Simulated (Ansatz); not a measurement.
**WSi2P4 bilayer (AB) in a perpendicular field**

Aim: how the WSi2P4 bilayer (AB) screens a field along its normal, and what the field does to its bands. A positive field points along +c.

Calculated with Ansatz 0.2.0; plane-wave DFT, r2SCAN-D4, Ansatz PAW.

## 1. Starting point

The cell holds 14 atoms: 8 P, 4 Si and 2 W. Cell: a = 3.480 Å, b = 3.480 Å, c = 71.422 Å, α = 90.0°, β = 90.0°, γ = 120.0°. Regions: layer 1: WSi2P4, 7 atoms (4 P, 2 Si and 1 W); layer 2: WSi2P4, 7 atoms (4 P, 2 Si and 1 W). Vacuum lies along c.

## 2. Relaxation

The starting cell is a guess, so the in-plane lattice and the atoms are relaxed first, with the slab cut off from its images along the normal.

File input.yaml:

```yaml
crystal:
  lattice:
    - [3.48, 0.0, 0.0]
    - [-1.74, 3.0137684052, 0.0]
    - [0.0, 0.0, 71.4221013819]
  atoms:
    - { symbol: P, position: [0.0, 0.0, 0.358432467] }
    - { symbol: Si, position: [0.3333333333, 0.6666666667, 0.3674554127] }
    - { symbol: P, position: [0.3333333333, 0.6666666667, 0.3969980887] }
    - { symbol: W, position: [0.0, 0.0, 0.4180152189] }
    - { symbol: P, position: [0.3333333333, 0.6666666667, 0.4390323491] }
    - { symbol: Si, position: [0.3333333333, 0.6666666667, 0.4685750251] }
    - { symbol: P, position: [0.0, 0.0, 0.4775979708] }
    - { symbol: P, position: [0.3333333333, 0.6666666667, 0.5224020292] }
    - { symbol: Si, position: [0.6666666667, 0.3333333333, 0.5314249749] }
    - { symbol: P, position: [0.6666666667, 0.3333333333, 0.5609676509] }
    - { symbol: W, position: [0.3333333333, 0.6666666667, 0.5819847811] }
    - { symbol: P, position: [0.6666666667, 0.3333333333, 0.6030019113] }
    - { symbol: Si, position: [0.6666666667, 0.3333333333, 0.6325445873] }
    - { symbol: P, position: [0.3333333333, 0.6666666667, 0.641567533] }
  periodic: [true, true, false]
kpoints:
  mp_grid: { grid: [12, 12, 1] }
hamiltonian:
  xc: r2scan
  dispersion: d4
scf:
  occupations: { method: fermi_dirac, width: 0.05 }
  convergence: { dr2_threshold: 1.0e-09 }
relax:
  f_tol: 0.004
  max_steps: 90
  cell: {}
output:
  write_potential: true
  write_density: true
  volumetric_format: npy
```

Launch:

```console
ansatz run input.yaml --threads 4 --pin off --max-ram 12288MiB --backend cpu --events-out ev --progress --plain --runs-dir out
```

Numbers of over 12 decimals in the logs are rounded to 6 here.

Log:

```text
Warning: relax.cell: scf.convergence.dr2_threshold = 1e-9 eV is looser than the 1.5327760974e-10 eV advised for a relaxation that steers and ends on the stress (1e-10 eV for each atom of the cell: 14, times the square of relax.cell.stress_2d_tol = 0.05 N/m over 30.2 Å (the atoms' height at the walk's start and 5 Å past either face), 1.654e-2 GPa, over a crystal's default 0.05). What an SCF threshold leaves in a stress goes as its square root, and in the free energy as the threshold itself, and one threshold admits the most on a small cell: [figures from the program's tests cut] Set scf.convergence.dr2_threshold to 1.5327760974e-10 eV or tighter. [rest of the remark cut]
Engine: ansatz 0.2.0, aarch64-unknown-linux-gnu
Pseudopotentials: kind: paw
Pseudopotential: P, paw, valence charge 5, recommended cutoff 500 eV (meta_gga), P.paw.azcp
Pseudopotential: Si, paw, valence charge 4, recommended cutoff 500 eV (meta_gga), Si.paw.azcp
Pseudopotential: W, paw, valence charge 14, recommended cutoff 500 eV (meta_gga), W.paw.azcp
Functional definition: r2SCAN
  parameter k0 = 0.174
  parameter k1 = 0.065
  parameter a1 = 4.9479
  exchange = r2scan_x(k0 = k0, k1 = k1, a1 = a1)
  correlation = r2scan_c
Crystal: 14 atoms, lattice volume = 749.069 Å³
Basis set: ecut = 500 eV, 19101 PW (Γ), exchange–correlation on 108×108×2160 points (64 copies of the dense FFT grid, shifted against one another)
Bands: 56, of which v1, the nominal top of the filled ones, is band 42 counted from 1 (41 counted from 0)
Symmetry: 6 space group operations
Space group: P3m1 (ITA 156), of the structure as read, at distance tolerance 9.1e-5 Å
k-points: 19 of 144 (time reversal used)
Non-local potential: P, projectors of the file, l = 0: 2, l = 1: 2, l = 2: 2
Non-local potential: Si, projectors of the file, l = 0: 2, l = 1: 2, l = 2: 2
Non-local potential: W, projectors of the file, l = 0: 3, l = 1: 2, l = 2: 2, l = 3: 1
PAW form: soft (Blöchl's): semilocal exchange-correlation on the pseudo side does not see the compensation charge
PAW frozen core: P, regenerated for the run's functional (the file was generated under x = pbe(κ = 0.804, μ = 0.219515), c = pbe(β = 0.066725))
PAW frozen core: Si, regenerated for the run's functional (the file was generated under x = pbe(κ = 0.804, μ = 0.219515), c = pbe(β = 0.066725))
PAW frozen core: W, regenerated for the run's functional (the file was generated under x = pbe(κ = 0.804, μ = 0.219515), c = pbe(β = 0.066725))
PAW one-centre angular grid: P, 302 points (default); XC on 160 Gauss nodes
PAW one-centre angular grid: Si, 302 points (default); XC on 160 Gauss nodes
PAW one-centre angular grid: W, 590 points (default); XC on 160 Gauss nodes
Initial density: superposition of atomic densities (neutral atoms: chi_scale 0, normalization atom), corrected by the library's trained network
Initial wavefunctions: pseudopotential atomic-orbital guess
Functional: x = r2scan, c = r2scan; τ floored in thin density (d = 2e-4 eV/Å³)
SCF iter   1: F=—  HF=-29426.828977 eV  |F-HF|=—  |Δ(HF+E_count)|=         —  Δρ=6.15e-3  dr2=2.75e0  dr2_τ=2.91e-1  ethr=1.77e-3  ⟨swp⟩=14.3  Hψ=8459  notcnv=0  defer=17
preconditioner: auto → Resta (q_TF=auto, 1.895 Å⁻¹)  ε∞=2.6  [insulator: Δε(μ)=0.529 eV  Ē_g=8.780 eV  σ=0.050 eV  W_gap=0.99  n_scr=42 (ndim 8)  ℏωp=11.2 eV  f_vac=0.660  D(μ)=0.01/eV (n_scr^D=0)  ε∞_Penn≈2.6  vacuum switching on, ρ_ref=5.6e-3 e/Å³]
SCF iter   2: F=—  HF=-29427.174597 eV  |F-HF|=—  |Δ(HF+E_count)|=   3.46e-1  Δρ=9.73e-3  dr2=5.99e0  dr2_τ=1.66e-1  ethr=1.77e-3  ⟨swp⟩=5.3  Hψ=2313  notcnv=0  defer=100
preconditioner: auto → LDOS  [metal: Δε(μ)=0.058 eV  Ē_g=8.874 eV  σ=0.050 eV  W_gap=0.27  n_scr=42 (ndim 8)  ℏωp=11.2 eV  f_vac=0.660  D(μ)=2.51/eV (n_scr^D=16)  β→1.0]
SCF iter   3: F=—  HF=-29426.743346 eV  |F-HF|=—  |Δ(HF+E_count)|=   4.31e-1  Δρ=3.00e-3  dr2=2.73e-1  dr2_τ=2.18e-3  ethr=1.77e-3  ⟨swp⟩=3.2  Hψ=1557  notcnv=0  defer=106
SCF iter   4: F=—  HF=-29426.748481 eV  |F-HF|=—  |Δ(HF+E_count)|=   5.14e-3  Δρ=1.39e-3  dr2=4.39e-2  dr2_τ=2.32e-3  ethr=3.25e-4  ⟨swp⟩=4.1  Hψ=2343  notcnv=0  defer=106
SCF iter   5: F=—  HF=-29426.738916 eV  |F-HF|=—  |Δ(HF+E_count)|=   9.57e-3  Δρ=4.94e-4  dr2=1.77e-2  dr2_τ=7.08e-5  ethr=5.23e-5  ⟨swp⟩=2.7  Hψ=1926  notcnv=0  defer=106
SCF iter   6: F=—  HF=-29426.737243 eV  |F-HF|=—  |Δ(HF+E_count)|=   1.67e-3  Δρ=2.40e-4  dr2=2.50e-3  dr2_τ=2.13e-5  ethr=2.10e-5  ⟨swp⟩=2.8  Hψ=1635  notcnv=0  defer=106
SCF iter   7: F=—  HF=-29426.737128 eV  |F-HF|=—  |Δ(HF+E_count)|=   1.15e-4  Δρ=8.24e-5  dr2=3.48e-4  dr2_τ=5.63e-6  ethr=2.97e-6  ⟨swp⟩=3.3  Hψ=1908  notcnv=0  defer=106
SCF iter   8: F=—  HF=-29426.737124 eV  |F-HF|=—  |Δ(HF+E_count)|=   3.90e-6  Δρ=4.37e-5  dr2=1.50e-4  dr2_τ=4.94e-7  ethr=4.14e-7  ⟨swp⟩=2.9  Hψ=1899  notcnv=0  defer=106
SCF iter   9: F=—  HF=-29426.737105 eV  |F-HF|=—  |Δ(HF+E_count)|=   1.95e-5  Δρ=1.83e-5  dr2=7.51e-6  dr2_τ=7.95e-8  ethr=1.79e-7  ⟨swp⟩=2.6  Hψ=1506  notcnv=0  defer=106
SCF iter  10: F=—  HF=-29426.737330 eV  |F-HF|=—  |Δ(HF+E_count)|=   2.25e-4  Δρ=4.60e-6  dr2=1.48e-6  dr2_τ=2.52e-8  ethr=8.95e-9  ⟨swp⟩=3.3  Hψ=2301  notcnv=0  defer=106
SCF iter  11: F=—  HF=-29426.737329 eV  |F-HF|=—  |Δ(HF+E_count)|=   1.36e-7  Δρ=1.77e-6  dr2=9.35e-8  dr2_τ=3.61e-9  ethr=1.76e-9  ⟨swp⟩=2.9  Hψ=1835  notcnv=0  defer=106
SCF iter  12: F=—  HF=-29426.737329 eV  |F-HF|=—  |Δ(HF+E_count)|=   2.29e-9  Δρ=6.88e-7  dr2=1.08e-8  dr2_τ=1.77e-10  ethr=1.11e-10  ⟨swp⟩=3.4  Hψ=2182  notcnv=0  defer=106
SCF iter  13: F=—  HF=-29426.737329 eV  |F-HF|=—  |Δ(HF+E_count)|=   2.12e-9  Δρ=3.55e-7  dr2=2.59e-9  dr2_τ=1.02e-10  ethr=1.28e-11  ⟨swp⟩=3.3  Hψ=2177  notcnv=0  defer=106
SCF iter  14: F=-29426.737329 eV  HF=-29426.737329 eV  |F-HF|=4.22e-10  |Δ(HF+E_count)|=  1.09e-10  Δρ=1.76e-7  dr2=2.59e-10  dr2_τ=5.37e-12  ethr=1.19e-12  ⟨swp⟩=12.6  Hψ=8773  notcnv=0
SCF 1 converged in 14 iterations: F = -29426.737329 eV  dr2 = 2.59e-10
  greatest PAW one-centre occupation: 0.999 electrons in one spin orbital (limit 2), on the W atom at site 10 (counted from 0), in its partial waves of l = 0
relax step   1: F+E_penalty+E_count = -29426.73732941 eV  Δ(F+E_penalty+E_count) = +0.000e0 eV  max|allowed force component| = 3.717e0 eV/Å  Δτ_max = 0.0000 Å  P = +12.952 N/m  Ω = 749.069 Å³  fix = [c, alpha, beta]  reactions: c +0.000 N/m  (14 SCF iters, accepted)
Crystal: 14 atoms, lattice volume = 744.914 Å³
Basis set: ecut = 500 eV, 18981 PW (Γ), exchange–correlation on 108×108×2160 points (64 copies of the dense FFT grid, shifted against one another)
Initial density: handed on by an earlier stage of this run
[...]
relax step   6: F+E_penalty+E_count = -29430.33244449 eV  Δ(F+E_penalty+E_count) = -1.669e-2 eV  max|allowed force component| = 9.658e-2 eV/Å  Δτ_max = 0.0794 Å  P = +0.239 N/m  Ω = 731.849 Å³  energy of the carried Pulay correction = +9.487e-4 eV  fix = [c, alpha, beta]  reactions: c +0.000 N/m  (14 SCF iters, accepted)
[...]
relax step   7: F+E_penalty+E_count = -29430.33654390 eV  Δ(F+E_penalty+E_count) = -4.099e-3 eV  max|allowed force component| = 5.560e-3 eV/Å  Δτ_max = 0.0484 Å  P = -0.021 N/m  Ω = 732.443 Å³  energy of the carried Pulay correction = +9.157e-4 eV  fix = [c, alpha, beta]  reactions: c -0.000 N/m  (13 SCF iters, accepted)
[...]
relax step   8: F+E_penalty+E_count = -29430.33724776 eV  Δ(F+E_penalty+E_count) = -7.039e-4 eV  max|allowed force component| = 6.833e-3 eV/Å  Δτ_max = 0.0296 Å  P = -0.003 N/m  Ω = 732.139 Å³  energy of the carried Pulay correction = +9.326e-4 eV  fix = [c, alpha, beta]  reactions: c -0.000 N/m  (13 SCF iters, accepted)
[...]
relax step   9: F+E_penalty+E_count = -29430.33728236 eV  Δ(F+E_penalty+E_count) = -3.460e-5 eV  max|allowed force component| = 1.206e-3 eV/Å  Δτ_max = 0.0074 Å  P = -0.009 N/m  Ω = 732.132 Å³  energy of the carried Pulay correction = +9.330e-4 eV  fix = [c, alpha, beta]  reactions: c -0.000 N/m  (11 SCF iters, accepted)
Initial wavefunctions: pseudopotential atomic-orbital guess (no wavefunctions were taken with the density)
iter 1 solved again at ethr=2.51e-7 eV; its pass at ethr=3.10e-3 eV (dr2=2.11e-4 eV) is discarded
SCF iter   1: F=—  HF=-29430.336144 eV  |F-HF|=—  |Δ(HF+E_count)|=         —  Δρ=1.82e-5  dr2=2.62e-7  dr2_τ=3.29e-6  ethr=2.51e-7  ⟨swp⟩=7.0  Hψ=14482  notcnv=0
SCF iter   2: F=—  HF=-29430.336362 eV  |F-HF|=—  |Δ(HF+E_count)|=   2.18e-4  Δρ=9.29e-6  dr2=7.21e-8  dr2_τ=9.09e-8  ethr=3.12e-10  ⟨swp⟩=5.1  Hψ=3573  notcnv=0
SCF iter   3: F=—  HF=-29430.336362 eV  |F-HF|=—  |Δ(HF+E_count)|=   2.54e-7  Δρ=1.42e-6  dr2=6.48e-8  dr2_τ=4.62e-9  ethr=8.58e-11  ⟨swp⟩=3.2  Hψ=2382  notcnv=0
SCF iter   4: F=—  HF=-29430.336362 eV  |F-HF|=—  |Δ(HF+E_count)|=   7.21e-9  Δρ=4.71e-7  dr2=2.40e-9  dr2_τ=3.58e-10  ethr=7.71e-11  ⟨swp⟩=2.4  Hψ=1388  notcnv=0
SCF iter   5: F=-29430.336362 eV  HF=-29430.336362 eV  |F-HF|=1.02e-10  |Δ(HF+E_count)|=  8.26e-10  Δρ=2.52e-7  dr2=4.04e-10  dr2_τ=6.26e-11  ethr=1.19e-12  ⟨swp⟩=20.2  Hψ=10387  notcnv=0
SCF 10 converged in 5 iterations: F = -29430.336362 eV  dr2 = 4.04e-10
relax step  10: F+E_penalty+E_count = -29430.33636233 eV  Δ(F+E_penalty+E_count) = +9.200e-4 eV  max|allowed force component| = 1.214e-3 eV/Å  Δτ_max = 0.0000 Å  P = -0.011 N/m  Ω = 732.132 Å³  fix = [c, alpha, beta]  reactions: c -0.000 N/m  stress off target by 1.09e-2 N/m on what of the cell is left free  SCF on the basis re-selected at this cell (its energy is not comparable with the rows above)  (5 SCF iters)
basis re-selected at this cell: Δ(F+E_penalty+E_count) = +9.200e-4 eV, ΔP = -0.002 N/m vs the last step (what re-selecting the basis moved, of the pressure what is left beyond the Pulay correction that the steps carried, after the strain that the cell walked since its last selection, with what the two solves' SCF thresholds leave and, on support functions, any second-order correction that the steps lacked; it is no m [...]
WARN: The output density's exchange-correlation potential varies sharply where the density is thin. Do not read a vacuum level from v_tot or v_xc, or from such a field of the output density. On a cell that repeats whose density bears no net charge and no dipole along the vacuum's axis use v_es (v_loc + v_h of the components); under efield.dipole_correction with no amplitude use v_es + v_field, which holds any externa [...]
SCF converged after 5 iterations
Free energy (F): -29430.336362 eV
Harris-Foulkes:  -29430.336362 eV  (|F-HF|=1.02e-10)
Internal energy: -29430.336356 eV  (E = F + TS)
E sigma→0 (E₀):  -29430.336359 eV
Entropy (-TS):   -0.000006 eV (-0.000 meV/atom)
Fermi energy:    -4.916399 eV
--- Per-component energies (eV) ---
  E_band       = -1614.711273
  E_kinetic    = 1640.140659
  E_local      = -616109.077048  (includes V_loc(G=0)·N_el)
  E_nonlocal   = 369.149517
  E_hartree    = 307007.739509
  E_xc         = -1177.492895
  E_vxc        = -1249.220637  (∫ρ·V_xc dr)
  E_paw        = -23871.580935  (= ΣΔE_a)
  E_vpaw       = -340.406067  (= ΣTr[D̂ρ^β])
  E_aug_tail   = -0.000075  (compensation charges beyond the density's cutoff)
  E_vtau       = 59.230967  (kinetic-family band-sum trace: ∫τ·v_τ [+ j·A + Jᵃ·Aᵃ] dr)
  E_ewald      = 302714.947957
  E_disp       = -1.954678  (pairwise vdW)
  E_core_change = -2.208367  (= ΣΔE_core)
  E_smearing   = -0.000006  (= −TS)
  E_closure    = -0.000000  (closes the sum)
  Σ components = -29430.336362   (vs F -29430.336362, Δ=0.00e0)
--- Forces (eV/Å), atoms counted from 1 ---
  atom   1  P      0.00000000    -0.00000000     0.00091360
  atom   2  Si    -0.00000000     0.00000000    -0.00116889
  atom   3  P      0.00000000    -0.00000000     0.00043981
  atom   4  W      0.00000000    -0.00000000     0.00023972
  atom   5  P      0.00000000    -0.00000000    -0.00065415
  atom   6  Si    -0.00000000     0.00000000     0.00084680
  atom   7  P     -0.00000000    -0.00000000    -0.00094427
  atom   8  P     -0.00000000    -0.00000000     0.00076176
  atom   9  Si     0.00000000     0.00000000    -0.00069875
  atom  10  P      0.00000000    -0.00000000     0.00052274
  atom  11  W     -0.00000000    -0.00000000    -0.00014174
  atom  12  P      0.00000000    -0.00000000    -0.00040395
  atom  13  Si     0.00000000     0.00000000     0.00121387
  atom  14  P      0.00000000    -0.00000000    -0.00092744
  max |Σ_I F_I| component: 9.09e-7 eV/Å
--- 2D stress c σ (N/m, compression-positive) ---
       -0.010856       0.000000      -0.000000
        0.000000      -0.010856      -0.000000
       -0.000000      -0.000000      -0.000000
  P = ½ c Tr σ = -0.0109 N/m
--- Band table (eV; the first three rows and the last of 19) ---
  k-point 0: bands = [... 38 lower, -6.4053, -6.4053, -5.7849, -5.4497, -2.6143, -2.6143, -2.5935, -2.5935, ... 10 higher]
  k-point 1: bands = [... 38 lower, -6.5798, -6.3374, -5.7684, -5.5036, -2.7925, -2.7556, -2.6175, -2.5474, ... 10 higher]
  k-point 2: bands = [... 38 lower, -6.7205, -6.4535, -5.9241, -5.7917, -3.2012, -3.0840, -3.0643, -2.9113, ... 10 higher]
  k-point 18: bands = [... 38 lower, -6.5880, -6.5668, -5.3958, -5.3733, -4.4659, -4.4493, -3.7825, -3.6761, ... 10 higher]
  the weakly bound empty levels are not read free of the cell's end (no_gap_told)
--- Relaxed structure (9 steps of the walk, 9 accepted, 1 SCFs on fresh bases) ---
  F+E_penalty+E_count = -29430.33636233 eV   max|allowed force component| = 1.214e-3 eV/Å   (the final SCF, on the basis selected at the relaxed cell)
  cell:  # Å, volume = 732.1324 Å³
    - [3.440434, 0.0, 0]
    - [-1.720217, 2.979503, 0]
    - [0, 0, 71.4221013819]
  atoms:
    - { symbol: P, position: [2.2923404296783617e-17, -7.55253754890837e-19, 0.345681] }
    - { symbol: Si, position: [0.333333, 0.666667, 0.359908] }
    - { symbol: P, position: [0.333333, 0.666667, 0.391328] }
    - { symbol: W, position: [3.1984683128193487e-17, -7.5525375489084265e-19, 0.411228] }
    - { symbol: P, position: [0.333333, 0.666667, 0.431134] }
    - { symbol: Si, position: [0.333333, 0.666667, 0.462540] }
    - { symbol: P, position: [4.101659326243711e-17, -7.552537548908395e-19, 0.476757] }
    - { symbol: P, position: [0.333333, 0.666667, 0.523250] }
    - { symbol: Si, position: [0.666667, 0.333333, 0.537458] }
    - { symbol: P, position: [0.666667, 0.333333, 0.568869] }
    - { symbol: W, position: [0.333333, 0.666667, 0.588769] }
    - { symbol: P, position: [0.666667, 0.333333, 0.608670] }
    - { symbol: Si, position: [0.666667, 0.333333, 0.640090] }
    - { symbol: P, position: [0.333333, 0.666667, 0.654317] }
```

It took 11 min on 4 threads of Arm Neoverse V2, shared host; peak memory 3 GiB; 42 min of CPU time.

The steps of the relaxation:

| step | energy less that of the first step (eV) | largest force component (eV/Å) | volume (Å³) |
| --- | --- | --- | --- |
| 1 | 0.0000 | 3.7171 | 749.07 |
| 2 | -3.0126 | 1.2723 | 744.91 |
| 3 | -3.3705 | 0.3587 | 735.62 |
| 4 | -3.5201 | 0.1574 | 737.88 |
| 5 | -3.5784 | 0.2141 | 730.91 |
| 6 | -3.5951 | 0.0966 | 731.85 |
| 7 | -3.5992 | 0.0056 | 732.44 |
| 8 | -3.5999 | 0.0068 | 732.14 |
| 9 | -3.6000 | 0.0012 | 732.13 |
| 10* | -3.5990 | 0.0012 | 732.13 |

Relaxation steps marked * repeat the geometry before them on a plane-wave basis chosen anew for their cell, so energy and pressure can jump there.

The run keeps the 6 symmetry operations that it works with, so distortions that break them were not tested.

| cell as run | before | after | change |
| --- | --- | --- | --- |
| a (Å) | 3.480 | 3.440 | -1.1 % |
| b (Å) | 3.480 | 3.440 | -1.1 % |

The atoms that moved most (Å, along periodic axes as changes of fractional coordinates times the final cell, across vacuum about the mean position):

| atom | dx | dy | dz | length |
| --- | --- | --- | --- | --- |
| P1 | 0.000 | 0.000 | -0.911 | 0.911 |
| P14 | 0.000 | 0.000 | 0.911 | 0.911 |
| P10 | 0.000 | 0.000 | 0.564 | 0.564 |
| P5 | 0.000 | 0.000 | -0.564 | 0.564 |
| Si2 | 0.000 | 0.000 | -0.539 | 0.539 |
| Si13 | 0.000 | 0.000 | 0.539 | 0.539 |
| W4 | 0.000 | 0.000 | -0.485 | 0.485 |
| W11 | 0.000 | 0.000 | 0.485 | 0.485 |

The lattice constant a goes from 3.480 to 3.440 Å.

[end of part 1 of 4]

[Logs are printed without paths, hosts, clocks, repeated set-up lines and the standing remarks that a program may print on its own settings, such as how far it seeks lower states.]

[Hosts, paths, dates, database ids (printed as entryN), source tags and the programs' standing remarks are cut or masked in the printed files.]

[Maps of the electrostatic potential energy from Ansatz leave out the sawtooth potential of an applied field or a dipole correction, so their vacuum need not be flat; planar profiles and work functions include it.]
